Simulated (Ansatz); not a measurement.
## Screened interactions in NaWO3 (cubic perovskite) (Pm-3m)

Wanted: the parameters of a Hubbard-Kanamori model for NaWO3 (cubic perovskite) (Pm-3m).

Program: Ansatz 0.2.0. Level of theory: non-magnetic LDA, then constrained RPA, plane waves, PAW. Results are calculated unless marked as measured.

This is a report of a sequence of runs, with most program output left out.

The structure was built from a prototype and need not be the compound's stable phase.

### 1. Set-up

It takes space group Pm-3m (No. 221, cubic). Conventional cell: a = 3.846 Å, b = 3.846 Å, c = 3.846 Å, α = 90.00°, β = 90.00°, γ = 90.00°. Na has 12 O at 2.72 Å nearest. Nearest to W lie 6 O at 1.92 Å. Nearest to O lie 2 W at 1.92 Å and 4 Na at 2.72 Å. Farther neighbours and most contacts between anions are not listed.

The structure was relaxed with LDA. The structure type comes from a generator and need not be one that this composition takes. The structure was generated from a model, not taken from a measurement. The runs that relaxed it are not among those shown. The program's search for lower electronic states was switched off, so nothing shows that the state found is the lowest. Spin-orbit coupling is left out unless a step names it. The default PAW set here is soft_2. Its files were made with PBE.

### 2. LDA bands and orbital weights

This step: DFT, LDA, plane waves, PAW.

input.yaml

```yaml
crystal:
  lattice:
    - [0.0, -3.84568821, 0.0]
    - [0.0, 0.0, 3.84568821]
    - [-3.84568821, 0.0, 0.0]
  atoms:
    - { symbol: Na, position: [0.0, 0.0, 0.0] }
    - { symbol: W, position: [0.5, 0.5, 0.5] }
    - { symbol: O, position: [0.5, 0.5, 0.0] }
    - { symbol: O, position: [0.5, 0.0, 0.5] }
    - { symbol: O, position: [0.0, 0.5, 0.5] }
kpoints:
  mp_grid: { grid: [6, 6, 6] }
  band_path:
    path:
      - [[0.0, 0.0, 0.0], [0.0, 0.5, 0.0], [0.5, 0.5, 0.0], [0.0, 0.0, 0.0], [0.5, 0.5, 0.5], [0.0, 0.5, 0.0]]
      - [[0.5, 0.5, 0.5], [0.5, 0.5, 0.0]]
    npoints: 10
hamiltonian:
  xc: lda
scf:
  occupations: { method: gaussian, width: 0.08 }
  n_extra_bands: 19
  max_iter: 150
  lower_state_search: "off"
output:
  eigenvalues: true
  forces: true
  stress: true
  fatbands: true
  write_density: true
  write_potential: true
  elf: true
  volumetric_format: npy
```

Launch:

```sh
> ansatz run input.yaml --threads 4 --pin off --max-ram 9216MiB --backend cpu --events-out ev --progress --plain --runs-dir out
```

Run time: 0.96 s. Hardware: 4 threads of AMD EPYC 9R45, shared host; peak memory 0.41 GiB; 3.1 s of CPU time.

Numbers from this step:

| Item | Value |
| --- | --- |
| pressure | 0.009105 GPa |

Electronic bands along the path, in eV, zero at the Fermi level:

```tsv
point	band 17	band 18	band 19	band 20	band 21	band 22	band 23	band 24
Γ	-4.11	-3.77	-3.77	-3.77	-1.53	-1.53	-1.53	2.13
halfway	-5.03	-4.33	-3.86	-3.86	-1.48	0.27	0.27	3.18
X	-5.46	-4.54	-3.86	-3.86	-1.44	1.75	1.75	3.57
halfway	-5.10	-4.68	-4.58	-3.53	0.32	1.77	2.24	4.53
M	-4.99	-4.99	-4.78	-2.93	1.78	1.78	3.13	4.82
halfway	-4.75	-4.73	-4.47	-3.69	0.21	0.38	1.07	3.98
Γ	-4.11	-3.77	-3.77	-3.77	-1.53	-1.53	-1.53	2.13
halfway	-6.65	-3.88	-3.88	-3.55	0.87	1.22	1.22	4.84
R	-8.21	-2.91	-2.91	-2.91	3.17	3.17	3.17	4.62
halfway	-6.67	-3.77	-3.77	-3.40	1.14	2.16	2.37	5.69
X	-5.46	-4.54	-3.86	-3.86	-1.44	1.75	1.75	3.57
jump to R	-8.21	-2.91	-2.91	-2.91	3.17	3.17	3.17	4.62
halfway	-7.18	-3.57	-3.57	-2.92	2.29	2.29	3.15	5.44
M	-4.99	-4.99	-4.78	-2.93	1.78	1.78	3.13	4.82
```

Of the projections kept (W 5d, O 2p), the largest for each band there; the rest of the weight can lie on other orbitals:

```tsv
point	band 17	band 18	band 19	band 20	band 21	band 22	band 23	band 24
Γ	O 2p 0.99	O 2p 0.98	O 2p 0.98	O 2p 0.98	W 5d 1.00	W 5d 1.00	W 5d 1.00	-
X	O 2p 0.95	O 2p 0.98	O 2p 0.98	O 2p 0.98	W 5d 1.00	W 5d 0.63	W 5d 0.63	W 5d 0.71
M	O 2p 0.97	O 2p 0.97	O 2p 0.95	O 2p 1.00	W 5d 0.64	W 5d 0.64	W 5d 0.59	W 5d 0.62
Γ	O 2p 0.99	O 2p 0.98	O 2p 0.98	O 2p 0.98	W 5d 1.00	W 5d 1.00	W 5d 1.00	-
R	O 2p 0.62	O 2p 1.00	O 2p 1.00	O 2p 1.00	W 5d 0.57	W 5d 0.57	W 5d 0.57	-
X	O 2p 0.95	O 2p 0.98	O 2p 0.98	O 2p 0.98	W 5d 1.00	W 5d 0.63	W 5d 0.63	W 5d 0.71
```

ELF in the ac plane at fractional y = 0.500, with atoms of W and O within 0.2 Å of it. It is the smooth field of the valence electrons, not physical close to the nuclei.

Ten even steps from '0' (0.01) to '9' (0.80), each cell a mean:
```
00148986898300
00026999985200
43113556542123
87421233321258
99732677752489
79944865773598
37944830573696
68944853673598
99833788862599
98521344421368
54212344432124
11025899974101
00148987997300
00159963798400
```
Columns run along a (3.8 Å), rows up along c (3.8 Å). Atoms in or near the plane, at fractional coordinates: W at (0.50, 0.50), O at (0.50, 0.00), O at (0.00, 0.50).

Valence density in the ac plane at fractional y = 0.500, with atoms of W and O within 0.2 Å of it. It is the smooth field of the valence electrons, not physical close to the nuclei.

Values in e/Å³, 14 rows by 14 columns, each cell a mean:
```
0.0 0.0 0.1 0.2 0.7 2.4 5.0 6.1 4.4 1.6 0.5 0.2 0.1 0.0
0.1 0.1 0.1 0.2 0.5 1.3 2.6 3.2 2.3 1.0 0.4 0.1 0.1 0.1
0.2 0.2 0.1 0.2 0.3 0.7 1.1 1.3 1.0 0.5 0.3 0.2 0.1 0.2
0.6 0.5 0.3 0.3 0.4 0.8 1.2 1.5 1.1 0.6 0.3 0.3 0.4 0.5
2.0 1.5 0.8 0.5 0.8 1.9 3.2 3.6 2.9 1.5 0.6 0.5 1.0 1.6
5.3 3.9 1.7 0.9 1.5 3.7 5.1 5.1 4.9 2.9 1.1 1.0 2.3 4.4
7.2 5.5 2.3 1.1 1.9 4.4 4.9 4.1 5.1 3.6 1.5 1.3 3.2 6.1
6.0 4.4 1.9 0.9 1.6 4.0 5.1 4.9 5.1 3.2 1.2 1.1 2.6 5.0
3.0 2.1 1.0 0.6 1.0 2.6 4.0 4.4 3.7 1.9 0.8 0.7 1.3 2.4
0.8 0.7 0.4 0.3 0.4 1.0 1.6 1.9 1.5 0.8 0.4 0.3 0.5 0.7
0.2 0.2 0.2 0.2 0.3 0.6 0.9 1.1 0.9 0.5 0.3 0.2 0.2 0.2
0.1 0.1 0.1 0.2 0.4 1.0 1.9 2.3 1.7 0.8 0.3 0.1 0.1 0.1
0.0 0.0 0.1 0.2 0.7 2.1 4.4 5.5 3.9 1.5 0.5 0.2 0.1 0.0
0.0 0.0 0.1 0.2 0.8 3.0 6.0 7.2 5.3 2.0 0.6 0.2 0.1 0.0
```
Columns run along a (3.8 Å), rows up along c (3.8 Å). Atoms in or near the plane, at fractional coordinates: W at (0.50, 0.50), O at (0.50, 0.00), O at (0.00, 0.50).

### 3. Constrained RPA: W t2g, bands v1 to c2, 4×4×4 mesh, medium accuracy

Constrained RPA screens the interaction with every transition except those inside the target bands, which a later many-body model would treat itself.

This step: constrained RPA on LDA, plane waves, PAW.

input.yaml, the sections that differ from step 2:

```yaml
kpoints:
  mp_grid: { grid: [6, 6, 6] }
output:
  crpa:
    kmesh: [4, 4, 4]
    target_bands: [v1, c2]
    projections: [{ species: W, l: d, shell: 5, orbitals: [dxz, dyz, dxy] }]
  local_orbitals:
    kmesh: [8, 8, 8]
    orbitals: [{ species: W, l: d, shell: 5, orbitals: [dxz, dyz, dxy] }]
    window: { bands: [v1, c2] }
    seedname: lo
# crystal, hamiltonian, scf: as in step 2
```

Elapsed: 9.7 s, on 4 threads; peak memory 0.6 GiB; 35 s of CPU time.

This step gave:

| Item | Value |
| --- | --- |
| U | 3.092 eV |
| U prime (inter-orbital) | 2.480 eV |
| J | 0.2834 eV |
| bare V | 11.16 eV |
| bare J | 0.3900 eV |
| stated bound on U | 0.002989 eV |
| U over bare V | 0.2771 |
| electrons in the window | 1.000 |
| head of the constrained inverse dielectric matrix | 0.2219 |
| least eigenvalue of the projection's overlap | 0.5689 |
| target functions | 3 |
| bands in the sums | 46 |
| r.m.s. miss of the model bands | 0.001664 eV |
| width of the target bands | 4.699 eV |
| weight of the projected orbitals in the window | 0.6968 |

On the W t2g shell, screening brings the on-site interaction from 11.2 eV down to U = 3.09 eV.

Kanamori averages over each shell's functions. Crpa shells, by row:

```tsv
site	element	shell	orbitals	U (eV)	U' (eV)	J (eV)	bare V (eV)	bare V' (eV)	bare J (eV)	bound on U (eV)
2	W	5D	3	3.092	2.48	0.2834	11.16	10.23	0.39	0.002989
```

Density-density elements U_iijj, eV. U matrix, by row:

```tsv
orbital	W2 dxz	W2 dyz	W2 dxy
W2 dxz	3.092	2.48	2.48
W2 dyz	2.48	3.092	2.48
W2 dxy	2.48	2.48	3.092
```

Exchange elements U_ijji, eV. J matrix, by row:

```tsv
orbital	W2 dxz	W2 dyz	W2 dxy
W2 dxz	-	0.283	0.283
W2 dyz	0.283	-	0.283
W2 dxy	0.283	0.283	-
```

Projected local orbitals of the target window. Electronic bands along the path, in eV, zero at the Fermi level; # counts the bands kept:

```tsv
point	#1	#2	#3
Γ	-1.53	-1.53	-1.53
halfway	-1.48	0.27	0.27
X	-1.44	1.75	1.75
halfway	0.32	1.77	2.24
M	1.78	1.78	3.13
halfway	0.21	0.38	1.07
Γ	-1.53	-1.53	-1.53
halfway	0.87	1.22	1.22
R	3.17	3.17	3.17
halfway	1.14	2.16	2.37
X	-1.44	1.75	1.75
jump to R	3.17	3.17	3.17
halfway	2.29	2.29	3.15
M	1.78	1.78	3.13
```

The same for Kohn-Sham, solved directly:

```tsv
point	#1	#2	#3
Γ	-1.53	-1.53	-1.53
X	-1.44	1.75	1.75
M	1.78	1.78	3.13
Γ	-1.53	-1.53	-1.53
R	3.17	3.17	3.17
X	-1.44	1.75	1.75
R	3.17	3.17	3.17
M	1.78	1.78	3.13
```

Onsite levels, by row:

```tsv
orbital	level less Fermi level (eV)
W2 dxz	1.241
W2 dyz	1.241
W2 dxy	1.241
```

Largest distinct elements between sites. Hoppings, by row:

```tsv
from	to	cell	distance (Å)	t (eV)
W2 dxz	W2 dxz	0 -1 0	3.846	-0.5301
W2 dyz	W2 dyz	1 -1 0	5.439	-0.112
W2 dxy	W2 dyz	0 1 -1	5.439	0.0275
W2 dyz	W2 dyz	0 -2 0	7.691	0.0258
W2 dyz	W2 dyz	-1 2 0	8.599	-0.0191
W2 dxz	W2 dxz	1 0 0	3.846	-0.0134
W2 dxy	W2 dxy	2 0 -2	10.88	-0.0097
W2 dxy	W2 dxy	-3 0 0	11.54	-0.0033
W2 dxy	W2 dxy	-3 0 -2	13.87	-0.0026
W2 dyz	W2 dyz	3 3 0	16.32	-0.0015
W2 dxy	W2 dxy	1 0 -3	12.16	-0.0015
W2 dyz	W2 dxy	-2 -1 1	9.42	-0.0014
```

### 4. Constrained RPA: W t2g + anion p, bands v10 to c2, 4×4×4 mesh, medium accuracy

input.yaml, the sections that differ from step 3:

```yaml
output:
  crpa:
    kmesh: [4, 4, 4]
    target_bands: [v10, c2]
    projections:
      - { species: W, l: d, shell: 5, orbitals: [dxz, dyz, dxy] }
      - { species: O, l: p, shell: 2 }
  local_orbitals:
    kmesh: [8, 8, 8]
    orbitals:
      - { species: W, l: d, shell: 5, orbitals: [dxz, dyz, dxy] }
      - { species: O, l: p, shell: 2 }
    window: { bands: [v10, c2] }
    seedname: lo
# crystal, kpoints, hamiltonian, scf: as in step 3
```

Run time: 39 s. Hardware: 4 threads; peak memory 0.7 GiB.

This step gave:

| Item | Value |
| --- | --- |
| U | 6.145 eV |
| U prime (inter-orbital) | 5.200 eV |
| J | 0.4792 eV |
| bare V | 14.11 eV |
| bare J | 0.6263 eV |
| stated bound on U | 0.007631 eV |
| U over bare V | 0.4354 |
| electrons in the window | 19.00 |
| head of the constrained inverse dielectric matrix | 0.3336 |
| least eigenvalue of the projection's overlap | 0.5724 |
| target functions | 12 |
| bands in the sums | 46 |
| r.m.s. miss of the model bands | 3.97e-4 eV |
| width of the target bands | 12.41 eV |
| weight of the projected orbitals in the window | 0.9608 |

On the W t2g shell, screening brings the on-site interaction from 14.1 eV down to U = 6.14 eV.

Kanamori averages over each shell's functions. Crpa shells, by row:

```tsv
site	element	shell	orbitals	U (eV)	U' (eV)	J (eV)	bare V (eV)	bare V' (eV)	bare J (eV)	bound on U (eV)
2	W	5D	3	6.145	5.2	0.4792	14.11	12.9	0.6263	0.007631
3	O	2P	3	7.569	6.093	0.6755	18.81	16.9	0.8678	0.01187
4	O	2P	3	7.569	6.093	0.6755	18.81	16.9	0.8678	0.01187
5	O	2P	3	7.569	6.093	0.6755	18.81	16.9	0.8678	0.01187
```

Projected local orbitals of the target window. Electronic bands along the path, in eV, zero at the Fermi level; # counts the bands kept:

```tsv
point	#6	#7	#8	#9	#10	#11	#12
Γ	-4.11	-3.77	-3.77	-3.77	-1.53	-1.53	-1.53
halfway	-5.03	-4.33	-3.86	-3.86	-1.48	0.27	0.27
X	-5.46	-4.54	-3.86	-3.86	-1.44	1.75	1.75
halfway	-5.10	-4.68	-4.58	-3.53	0.32	1.77	2.24
M	-4.99	-4.99	-4.78	-2.93	1.78	1.78	3.13
halfway	-4.75	-4.73	-4.47	-3.69	0.21	0.38	1.07
Γ	-4.11	-3.77	-3.77	-3.77	-1.53	-1.53	-1.53
halfway	-6.65	-3.88	-3.88	-3.55	0.87	1.22	1.22
R	-8.21	-2.91	-2.91	-2.91	3.17	3.17	3.17
halfway	-6.67	-3.77	-3.77	-3.40	1.14	2.16	2.37
X	-5.46	-4.54	-3.86	-3.86	-1.44	1.75	1.75
jump to R	-8.21	-2.91	-2.91	-2.91	3.17	3.17	3.17
halfway	-7.18	-3.57	-3.57	-2.92	2.29	2.29	3.15
M	-4.99	-4.99	-4.78	-2.93	1.78	1.78	3.13
```

The same for Kohn-Sham, solved directly:

```tsv
point	#6	#7	#8	#9	#10	#11	#12
Γ	-4.11	-3.77	-3.77	-3.77	-1.53	-1.53	-1.53
X	-5.46	-4.54	-3.86	-3.86	-1.44	1.75	1.75
M	-4.99	-4.99	-4.78	-2.93	1.78	1.78	3.13
Γ	-4.11	-3.77	-3.77	-3.77	-1.53	-1.53	-1.53
R	-8.21	-2.91	-2.91	-2.91	3.17	3.17	3.17
X	-5.46	-4.54	-3.86	-3.86	-1.44	1.75	1.75
R	-8.21	-2.91	-2.91	-2.91	3.17	3.17	3.17
M	-4.99	-4.99	-4.78	-2.93	1.78	1.78	3.13
```

Onsite levels, by row:

```tsv
orbital	level less Fermi level (eV)
W2 dxz	-1.23
W2 dyz	-1.23
W2 dxy	-1.23
O3 pz	-4.159
O3 px	-7.092
O3 py	-4.159
O4 pz	-7.092
O4 px	-4.159
O4 py	-4.159
O5 pz	-4.159
O5 px	-4.159
O5 py	-7.092
```

Largest distinct elements between sites. Hoppings, by row:

```tsv
from	to	cell	distance (Å)	t (eV)
O4 px	W2 dxz	0 0 0	1.923	1.883
O3 px	O3 px	0 0 -1	3.846	1.1
O3 pz	O3 pz	0 0 1	3.846	-0.3425
O5 pz	O4 pz	-1 1 0	2.719	0.1895
O5 pz	O4 py	-1 1 0	2.719	0.1717
O4 px	O5 px	1 0 0	2.719	-0.1409
O4 px	O4 px	0 0 -1	3.846	0.0832
O3 px	O3 px	0 0 -2	7.691	0.0547
W2 dxy	W2 dxy	0 0 1	3.846	-0.0487
W2 dxy	O5 px	2 0 0	5.769	-0.0455
O5 py	O4 pz	-1 1 0	2.719	-0.0308
W2 dxz	O5 px	1 -1 0	4.3	-0.0228
```

### 5. The windows together

Times are wall times on 4 threads of AMD EPYC 9R45, shared host, good to a factor of about two.

```tsv
target	bands	functions	width (eV)	bare V (eV)	U (eV)	U′ (eV)	J (eV)	U/V	time
W t2g	v1–c2	3	4.70	11.16	3.09	2.48	0.28	0.28	9.7 s
W t2g + anion p	v10–c2	12	12.41	14.11	6.14	5.20	0.48	0.44	39 s
```

### 6. Outcome

```yaml
w_t2g: U 3.09 eV, U′ 2.48 eV, J 0.28 eV, bare V 11.2 eV
w_t2g_anion_p: U 6.14 eV, U′ 5.20 eV, J 0.48 eV, bare V 14.1 eV
method: constrained RPA on non-magnetic LDA, 4×4×4 mesh, static; search for lower states off
```

**Reading.** For W t2g, screening cuts the on-site interaction from 11.16 eV to 3.09 eV (28 %), while J goes only from 0.39 eV to 0.28 eV: the monopole is screened far more than the multipoles. U − 2J differs from U′ by +0.05 eV, so the Kanamori relation holds well. U is 0.66 times the width of the target bands. With the window W t2g + anion p U becomes 6.14 eV and the bare V 14.11 eV, so U/V goes from 0.28 to 0.44. The parent state is non-magnetic and the interaction static (zero frequency); U depends on the window and the orbitals, so it belongs to this model alone. The bands cross the Fermi level under this constraint, which need not be the crystal's state: magnetic order, correlation or a lattice distortion may open a gap. Spin-orbit coupling, which is strong for atoms this heavy, is left out. A window that holds the anion p bands defines a model with explicit ligands; its U belongs to that model and is not the U of DFT+U.

[Paths, hosts, dates, memory and timing lines, banners, echoed tables and standing remarks are left out of the program output.]

[Logs are printed without paths, hosts, clocks, repeated set-up lines and the standing remarks that a program may print on its own settings, such as how far it seeks lower states.]

[Runs of the session that timed out or met a known fault of the program may be left out.]

[Hosts, paths, dates, database ids (printed as entryN), source tags and the programs' standing remarks are cut or masked in the printed files.]
